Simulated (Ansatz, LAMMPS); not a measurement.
# Structural relaxation of amorphous 75SiO2-25TiO2 (mol %) (96 atoms), part 2 of 4

How does amorphous 75SiO2-25TiO2 (mol %) (96 atoms) relax, and what do bonds, charges and levels look like afterwards?

Ansatz 0.2.0; Kohn-Sham DFT, PBE, PAW (set soft_2), plane waves.

The cell: 24 Si, 8 Ti and 64 O. The quench rate of 50 K/ps is many orders above laboratory rates. The starting topology of bonds comes from the classical model. Only the Γ point is sampled in the main run, in a cell whose shortest periodic width is 11 Å.

So far. Step 3 (Single point at the start): Neighbours are counted within 2.08 Å (O-Si), 2.64 Å (O-Ti).

### Step 4. Cell and atoms relaxed

Cell and atoms are freed together, to release stress as well as forces.

The input, input.yaml:

```yaml
crystal:
  lattice:
    - [11.1529, 0.0, 0.0]
    - [0.0, 11.1529, 0.0]
    - [0.0, 0.0, 11.1529]
  atoms:
    [... the 96 atom lines of step 3 ...]
kpoints:
  mp_grid: { grid: [1, 1, 1] }
hamiltonian:
  xc: pbe
scf:
  occupations: { method: fermi_dirac, width: 0.025 }
output:
  forces: true
relax:
  f_tol: 0.04
  max_steps: 250
  cell: {}
```

On the command line:

```sh
> ansatz run input.yaml --threads 4 --pin off --max-ram 8192MiB --backend cpu --events-out ev --progress --plain --runs-dir out
```

Numbers of over 12 decimals in the logs are rounded to 6 here.

The program printed:

```text
[...]
Crystal: 96 atoms, lattice volume = 1387.278 Å³
Basis set: ecut = 420 eV, 27201 PW (Γ), exchange–correlation on 150×150×150 points (8 copies of the dense FFT grid, shifted against one another)
Bands: 384, of which v1, the nominal top of the filled ones, is band 288 counted from 1 (287 counted from 0)
Symmetry: 1 space group operations
[...]
k-points: 1
[...]
SCF iter   1: F=—  HF=-71673.273882 eV  |F-HF|=—  |Δ(HF+E_count)|=         —  Δρ=4.00e-3  dr2=4.28e-1  ethr=1.77e-3  ⟨swp⟩=5.0  Hψ=1546  notcnv=0  defer=62
[...]
SCF iter  12: F=-71673.191614 eV  HF=-71673.191614 eV  |F-HF|=1.37e-8  |Δ(HF+E_count)|=   8.57e-9  Δρ=1.88e-6  dr2=5.87e-8  ethr=1.74e-11  ⟨swp⟩=2.0  Hψ=1252  notcnv=0
SCF 1 converged in 12 iterations: F = -71673.191614 eV  dr2 = 5.87e-8
[...]
relax step   1: F+E_penalty+E_count = -71673.19161407 eV  Δ(F+E_penalty+E_count) = +0.000e0 eV  max|allowed force component| = 3.013e0 eV/Å  Δτ_max = 0.0000 Å  P = +6.323 GPa  Ω = 1387.278 Å³  (12 SCF iters, dr2 threshold 1.00e-7 eV, accepted)
[... from here on, the SCF cycles and remarks between the steps are left out ...]
relax step   2: F+E_penalty+E_count = -71675.80660303 eV  Δ(F+E_penalty+E_count) = -2.615e0 eV  max|allowed force component| = 2.051e0 eV/Å  Δτ_max = 0.1155 Å  P = +2.599 GPa  Ω = 1420.568 Å³  energy of the carried Pulay correction = -1.056e-1 eV  (10 SCF iters, dr2 threshold 9.60e-6 eV, accepted)
relax step   3: F+E_penalty+E_count = -71677.38744550 eV  Δ(F+E_penalty+E_count) = -1.581e0 eV  max|allowed force component| = 7.287e-1 eV/Å  Δτ_max = 0.1942 Å  P = -0.678 GPa  Ω = 1437.545 Å³  energy of the carried Pulay correction = -1.585e-1 eV  (10 SCF iters, dr2 threshold 9.60e-6 eV, accepted)
relax step   4: F+E_penalty+E_count = -71677.83784993 eV  Δ(F+E_penalty+E_count) = -4.504e-1 eV  max|allowed force component| = 7.151e-1 eV/Å  Δτ_max = 0.2000 Å  P = +0.120 GPa  Ω = 1416.386 Å³  energy of the carried Pulay correction = -9.249e-2 eV  (9 SCF iters, dr2 threshold 9.60e-6 eV, accepted)
relax step   5: F+E_penalty+E_count = -71678.05407828 eV  Δ(F+E_penalty+E_count) = -2.162e-1 eV  max|allowed force component| = 7.119e-1 eV/Å  Δτ_max = 0.2000 Å  P = -0.055 GPa  Ω = 1413.705 Å³  energy of the carried Pulay correction = -8.405e-2 eV  (9 SCF iters, dr2 threshold 9.60e-6 eV, accepted)
relax step   6: F+E_penalty+E_count = -71678.18827964 eV  Δ(F+E_penalty+E_count) = -1.342e-1 eV  max|allowed force component| = 2.541e-1 eV/Å  Δτ_max = 0.1569 Å  P = -0.051 GPa  Ω = 1411.133 Å³  energy of the carried Pulay correction = -7.594e-2 eV  (8 SCF iters, dr2 threshold 9.60e-6 eV, accepted)
relax step   7: F+E_penalty+E_count = -71678.28514013 eV  Δ(F+E_penalty+E_count) = -9.686e-2 eV  max|allowed force component| = 4.326e-1 eV/Å  Δτ_max = 0.1947 Å  P = -0.296 GPa  Ω = 1409.450 Å³  energy of the carried Pulay correction = -7.062e-2 eV  (9 SCF iters, dr2 threshold 4.04e-6 eV, accepted)
relax step   8: F+E_penalty+E_count = -71678.43108176 eV  Δ(F+E_penalty+E_count) = -1.459e-1 eV  max|allowed force component| = 2.370e-1 eV/Å  Δτ_max = 0.2000 Å  P = -0.074 GPa  Ω = 1404.275 Å³  energy of the carried Pulay correction = -5.424e-2 eV  (9 SCF iters, dr2 threshold 9.60e-6 eV, accepted)
relax step   9: F+E_penalty+E_count = -71678.45816299 eV  Δ(F+E_penalty+E_count) = -2.708e-2 eV  max|allowed force component| = 4.381e-1 eV/Å  Δτ_max = 0.1977 Å  P = -0.330 GPa  Ω = 1400.618 Å³  energy of the carried Pulay correction = -4.263e-2 eV  (9 SCF iters, dr2 threshold 3.51e-6 eV, accepted)
relax step  10: F+E_penalty+E_count = -71678.49049312 eV  Δ(F+E_penalty+E_count) = -3.233e-2 eV  max|allowed force component| = 2.272e-1 eV/Å  Δτ_max = 0.1632 Å  P = +0.004 GPa  Ω = 1406.083 Å³  energy of the carried Pulay correction = -5.997e-2 eV  (9 SCF iters, dr2 threshold 9.60e-6 eV, accepted)
relax step  11: F+E_penalty+E_count = -71678.52989756 eV  Δ(F+E_penalty+E_count) = -3.940e-2 eV  max|allowed force component| = 1.383e-1 eV/Å  Δτ_max = 0.0777 Å  P = +0.073 GPa  Ω = 1401.408 Å³  energy of the carried Pulay correction = -4.514e-2 eV  (9 SCF iters, dr2 threshold 3.23e-6 eV, accepted)
relax step  12: F+E_penalty+E_count = -71678.52544439 eV  Δ(F+E_penalty+E_count) = +4.453e-3 eV  max|allowed force component| = 8.490e-2 eV/Å  Δτ_max = 0.0582 Å  P = -0.015 GPa  Ω = 1404.209 Å³  energy of the carried Pulay correction = -5.403e-2 eV  (9 SCF iters, dr2 threshold 1.20e-6 eV, accepted)
relax step  13: F+E_penalty+E_count = -71678.53218229 eV  Δ(F+E_penalty+E_count) = -6.738e-3 eV  max|allowed force component| = 2.317e-2 eV/Å  Δτ_max = 0.0485 Å  P = +0.006 GPa  Ω = 1403.243 Å³  energy of the carried Pulay correction = -5.097e-2 eV  (9 SCF iters, dr2 threshold 4.51e-7 eV, accepted)
relax step  14: F+E_penalty+E_count = -71678.73087240 eV  Δ(F+E_penalty+E_count) = -1.987e-1 eV  max|allowed force component| = 2.169e-2 eV/Å  Δτ_max = 0.0000 Å  P = +0.237 GPa  Ω = 1403.243 Å³  stress off target by 5.23e-1 GPa  SCF on the basis re-selected at this cell (its energy is not comparable with the rows above)  (11 SCF iters)
relax step  15: F+E_penalty+E_count = -71678.73812835 eV  Δ(F+E_penalty+E_count) = -7.256e-3 eV  max|allowed force component| = 6.730e-2 eV/Å  Δτ_max = 0.0447 Å  P = +0.048 GPa  Ω = 1407.485 Å³  energy of the carried Pulay correction = -1.364e-2 eV  (9 SCF iters, dr2 threshold 6.84e-7 eV, accepted)
relax step  16: F+E_penalty+E_count = -71678.73356405 eV  Δ(F+E_penalty+E_count) = +4.564e-3 eV  max|allowed force component| = 7.451e-2 eV/Å  Δτ_max = 0.0275 Å  P = +0.016 GPa  Ω = 1409.751 Å³  energy of the carried Pulay correction = -2.126e-2 eV  (9 SCF iters, dr2 threshold 2.83e-7 eV, accepted)
relax step  17: F+E_penalty+E_count = -71678.73200201 eV  Δ(F+E_penalty+E_count) = +1.562e-3 eV  max|allowed force component| = 3.302e-2 eV/Å  Δτ_max = 0.0106 Å  P = -0.024 GPa  Ω = 1410.622 Å³  energy of the carried Pulay correction = -2.422e-2 eV  (8 SCF iters, dr2 threshold 3.47e-7 eV, accepted)
relax step  18: F+E_penalty+E_count = -71678.75373933 eV  Δ(F+E_penalty+E_count) = -2.174e-2 eV  max|allowed force component| = 3.311e-2 eV/Å  Δτ_max = 0.0000 Å  P = -0.016 GPa  Ω = 1410.622 Å³  stress off target by 8.14e-2 GPa  SCF on the basis re-selected at this cell (its energy is not comparable with the rows above)  (8 SCF iters)
relax step  19: F+E_penalty+E_count = -71678.75436766 eV  Δ(F+E_penalty+E_count) = -6.283e-4 eV  max|allowed force component| = 2.991e-2 eV/Å  Δτ_max = 0.0114 Å  P = +0.002 GPa  Ω = 1410.775 Å³  energy of the carried Pulay correction = -4.378e-4 eV  (10 SCF iters, dr2 threshold 1.66e-8 eV, accepted)
relax step  20: F+E_penalty+E_count = -71678.75375145 eV  Δ(F+E_penalty+E_count) = +6.162e-4 eV  max|allowed force component| = 2.994e-2 eV/Å  Δτ_max = 0.0000 Å  P = +0.002 GPa  Ω = 1410.775 Å³  stress off target by 1.35e-2 GPa  SCF on the basis re-selected at this cell (its energy is not comparable with the rows above)  (6 SCF iters)
basis re-selected at this cell: Δ(F+E_penalty+E_count) = +6.162e-4 eV, ΔP = +0.000 GPa vs the last step (what re-selecting the basis moved, of the pressure what is left beyond the Pulay correction that the steps carried, after the strain that the cell walked since its last selection, [...]
SCF converged after 6 iterations
Free energy (F): -71678.753751 eV
[...]
Internal energy: -71678.753751 eV  (E = F + TS)
E sigma→0 (E₀):  -71678.753751 eV
Fermi energy:    3.685722 eV
[...]
--- Forces (eV/Å), atoms counted from 1 ---
  atom   1  Si     0.00273426     0.00015563    -0.00477954
  atom   2  Si     0.00140995    -0.00404556    -0.00089240
  atom   3  Si     0.00663831    -0.00175943    -0.00838726
  atom   4  Si     0.00413298    -0.00157971    -0.00014506
  atom   5  Si     0.00277444    -0.00334299    -0.00304925
  atom   6  Si    -0.00690563    -0.01878306    -0.01386377
  atom   7  Si     0.00139039     0.00001264    -0.00885156
  atom   8  Si     0.00574318     0.00786137    -0.00161803
  atom   9  Si    -0.00131996    -0.00181441    -0.00091626
  atom  10  Si    -0.00330669     0.00115136     0.00891208
  atom  11  Si     0.00400415     0.00448745    -0.00298990
  atom  12  Si     0.00154704     0.00524250    -0.01314532
  atom  13  Si    -0.01633818     0.01888745     0.00819730
  atom  14  Si    -0.01044370     0.01655763    -0.00225120
[...]
atom  95  O      0.00190589     0.00211989     0.00853689
  atom  96  O     -0.00019197    -0.00046142    -0.00524492
  max |Σ_I F_I| component: 5.85e-5 eV/Å
--- Stress (GPa, compression-positive) ---
       -0.005539      -0.001064       0.006971
       -0.001064       0.000729      -0.004031
        0.006972      -0.004031       0.009386
  P = ⅓ Tr σ = 0.0015 GPa (0.015 kbar)
--- Relaxed structure (17 steps of the walk, 17 accepted, 3 SCFs on fresh bases) ---
  F+E_penalty+E_count = -71678.75375145 eV   max|allowed force component| = 2.994e-2 eV/Å   (the final SCF, on the basis selected at the relaxed cell)
  cell:  # Å, volume = 1410.7749 Å³
    - [11.463220, 0.123231, -0.055465]
    - [0.123231, 11.041822, 0.559114]
    - [-0.055465, 0.559114, 11.175758]
  atoms:
    - { symbol: Si, position: [0.533493, 0.833350, 0.220043] }
    - { symbol: Si, position: [0.988013, 0.932650, 0.101896] }
    - { symbol: Si, position: [0.301359, 0.932564, 0.297461] }
    - { symbol: Si, position: [0.782007, 0.620640, 0.720867] }
[...]
- { symbol: O, position: [0.645343, 0.163557, 0.218972] }
```

The job ended after 4 min (4 threads of Intel Xeon Platinum 8488C (Sapphire Rapids), shared host; peak memory 1.9 GiB).

Relaxation path:

```csv
step,energy less that of the first step (eV),largest force component (eV/Å),pressure (GPa),volume (Å³)
1,0.0000,3.0129,6.32,1387.28
2,-2.6150,2.0508,2.60,1420.57
3,-4.1958,0.7287,-0.68,1437.55
4,-4.6462,0.7151,0.12,1416.39
5,-4.8625,0.7119,-0.06,1413.70
6,-4.9967,0.2541,-0.05,1411.13
7,-5.0935,0.4326,-0.30,1409.45
8,-5.2395,0.2370,-0.07,1404.28
9,-5.2665,0.4381,-0.33,1400.62
10,-5.2989,0.2272,0.00,1406.08
11,-5.3383,0.1383,0.07,1401.41
12,-5.3338,0.0849,-0.01,1404.21
13,-5.3406,0.0232,0.01,1403.24
14*,-5.5393,0.0217,0.24,1403.24
15,-5.5465,0.0673,0.05,1407.49
16,-5.5419,0.0745,0.02,1409.75
17,-5.5404,0.0330,-0.02,1410.62
18*,-5.5621,0.0331,-0.02,1410.62
19,-5.5628,0.0299,0.00,1410.77
20*,-5.5621,0.0299,0.00,1410.77
```

Relaxation steps marked * repeat the geometry before them on a plane-wave basis chosen anew for their cell, so energy and pressure can jump there.

```csv
cell as run,before,after,change
a (Å),11.153,11.464,+2.8 %
b (Å),11.153,11.057,-0.9 %
c (Å),11.153,11.190,+0.3 %
α (°),90.00,84.24,-6.4 %
β (°),90.00,90.53,+0.6 %
γ (°),90.00,88.76,-1.4 %
volume (Å³/atom),14.45,14.70,+1.7 %
```

The atoms that moved most (Å, as changes of fractional coordinates times the final cell):

```csv
atom,dx,dy,dz,length
O43,-1.045,-0.099,-0.039,1.050
O54,-0.494,0.851,-0.178,0.999
O63,-0.315,0.676,-0.310,0.808
O71,0.098,0.057,-0.674,0.683
O37,-0.561,-0.211,-0.322,0.681
Ti26,-0.612,0.005,-0.168,0.634
O95,-0.163,-0.586,0.082,0.614
O92,-0.178,-0.260,0.487,0.580
```

The relaxation changed the energy by -57.9 meV/atom, and atoms moved by 0.37 Å r.m.s., 1.1 Å at most.

### Step 5. Distances and neighbours after relaxation

Bonds before and after, by the cutoffs listed below:

```csv
pair,bonds before,bonds after,mean before (Å),mean after (Å),spread before (Å),spread after (Å)
O-Si,96,96,1.615,1.636,0.032,0.021
O-Ti,34,35,1.840,1.885,0.140,0.153
```

Density 2.45 g/cm³, 14.70 Å³ an atom.

g(r), total and by pair (bins of 0.2 Å):

```csv
r (Å),total,O-O,O-Si,O-Ti,Si-Si,Si-Ti,Ti-Ti
1.50,0.15,0.00,0.44,0.00,0.00,0.00,0.00
1.70,4.54,0.00,12.70,2.79,0.00,0.00,0.00
1.90,0.78,0.00,0.00,7.06,0.00,0.00,0.00
2.10,0.08,0.00,0.00,0.75,0.00,0.00,0.00
2.30,0.02,0.00,0.00,0.19,0.00,0.00,0.00
2.50,0.54,1.18,0.00,0.19,0.00,0.00,0.00
2.70,2.13,4.68,0.00,0.44,0.00,0.00,0.00
2.90,0.84,1.51,0.05,0.00,2.02,0.67,0.00
3.10,0.77,0.62,0.38,0.12,4.45,1.81,0.00
3.30,0.82,0.81,0.57,0.40,1.12,3.19,3.23
3.50,0.78,0.52,1.19,0.71,0.00,1.20,4.28
3.70,0.80,0.62,1.18,0.97,0.14,0.22,1.26
3.90,1.06,0.58,1.94,1.00,0.64,0.19,0.00
4.10,1.22,0.67,1.97,1.69,0.69,0.88,0.00
4.30,1.33,0.84,1.82,1.89,1.79,0.47,0.92
4.50,0.98,1.00,0.67,1.61,1.06,1.30,0.88
4.70,0.91,1.07,0.73,0.89,0.61,1.08,0.81
4.90,1.13,1.57,0.64,0.91,1.23,0.85,0.76
5.10,1.11,1.46,0.71,0.68,1.20,1.81,0.00
5.30,1.04,1.24,0.73,0.90,1.46,1.14,1.24
```

Bonds by pair of elements; cutoffs follow the first minimum of g(r), held within bounds set by covalent radii, and pairs that aren't listed don't count as bonded:

```csv
pair A-B,cutoff (Å),bonds,mean length (Å),spread (Å),shortest (Å),B about A,A about B
O-Si,2.08,96,1.64,0.021,1.59,1.5,4
O-Ti,2.64,35,1.89,0.153,1.76,0.547,4.38
```

How many atoms have how many bonded neighbours:

```csv
element,mean,2,3,4,5,6
O,2.05,61,3,0,0,0
Si,4,0,0,24,0,0
Ti,4.38,0,1,4,2,1
```

Bond angles, per cent of each kind in bins of 5°:

```csv
angle (°),O-Si-O,O-Ti-O,Si-O-Si,Si-O-Ti
60–65,0.0,1.6,0.0,0.0
65–70,0.0,0.0,0.0,0.0
70–75,0.0,1.6,0.0,0.0
75–80,0.0,1.6,0.0,0.0
80–85,0.0,1.6,0.0,0.0
85–90,0.0,14.5,0.0,3.9
90–95,0.0,4.8,0.0,0.0
95–100,2.1,6.5,0.0,0.0
100–105,16.0,12.9,0.0,3.9
105–110,37.5,27.4,0.0,0.0
110–115,31.9,6.5,0.0,0.0
115–120,10.4,8.1,2.7,0.0
120–125,2.1,1.6,2.7,7.7
125–130,0.0,0.0,5.4,11.5
130–135,0.0,0.0,18.9,7.7
135–140,0.0,0.0,18.9,15.4
140–145,0.0,0.0,13.5,15.4
145–150,0.0,1.6,5.4,11.5
150–155,0.0,6.5,8.1,7.7
155–160,0.0,1.6,8.1,11.5
160–165,0.0,1.6,8.1,0.0
165–170,0.0,0.0,5.4,0.0
170–175,0.0,0.0,2.7,3.9
```

Bond angles (no mean is given where the spread exceeds 20°):

```csv
angle,count,mean (°),spread (°)
O-Si-O,144,109,4.7
O-Ti-O,62,-,-
Si-O-Si,37,144,13.1
Si-O-Ti,26,138,17.4
Ti-O-Ti,7,-,-
```

Oxygen atoms by the number of network formers (Si, P, Ge, B, Al, As, Ga) bound to them:

```csv
network formers bound to O,O atoms,per cent
0,5,7.8
1,22,34.4
2,37,57.8
```

Network units: each former by its oxygen neighbours and how many of them bridge to another former:

```csv
former,O neighbours,bridging O,atoms
Si,4,2,7
Si,4,3,8
Si,4,4,9
```

Bond length by coordination (bonds to H left out):

```csv
element,coordination,atoms,mean bond length (Å)
O,2,61,1.68
O,3,3,1.97
Ti,3,1,1.80
Ti,4,4,1.82
Ti,5,2,1.91
Ti,6,1,2.06
```

Rings of the network by King's shortest-path rule, up to 12 atoms, one path for each pair of neighbours; H, halogens, alkali and alkaline-earth atoms are left out, and the last column divides by all other atoms, bonded or not:

```csv
ring size (atoms),rings,per network atom
4,2,0.021
6,4,0.042
8,7,0.073
10,19,0.198
12,24,0.25
```

First main peaks of g(r), for some of the pairs, lie near 2.7 Å (O-O), 1.6 Å (O-Si), 1.8 Å (O-Ti), 3.1 Å (Si-Si), 3.3 Å (Si-Ti) and 3.5 Å (Ti-Ti). With the cutoffs above, 95 % of O atoms have 2, all Si atoms have 4 and 50 % of Ti atoms have 4 bonded neighbours. The O-Si-O angle averages 109° with a spread of 5°. Counting bonds to Si alone, not to Ti, 58 % of the oxygens join two of these atoms and 34 % one; 8 % join none. The commonest Si unit has 4 oxygens, 4 of them shared with other formers (9 of 24 atoms). Rings of 12 atoms are the most common (43 % of those counted); sizes run from 4 to 12, where the search stops.

(Continued in part 3 of 4.)

[Logs are printed without paths, hosts, clocks, repeated set-up lines and the standing remarks that a program may print on its own settings, such as how far it seeks lower states.]

[Hosts, paths, dates, database ids (printed as entryN), source tags and the programs' standing remarks are cut or masked in the printed files.]
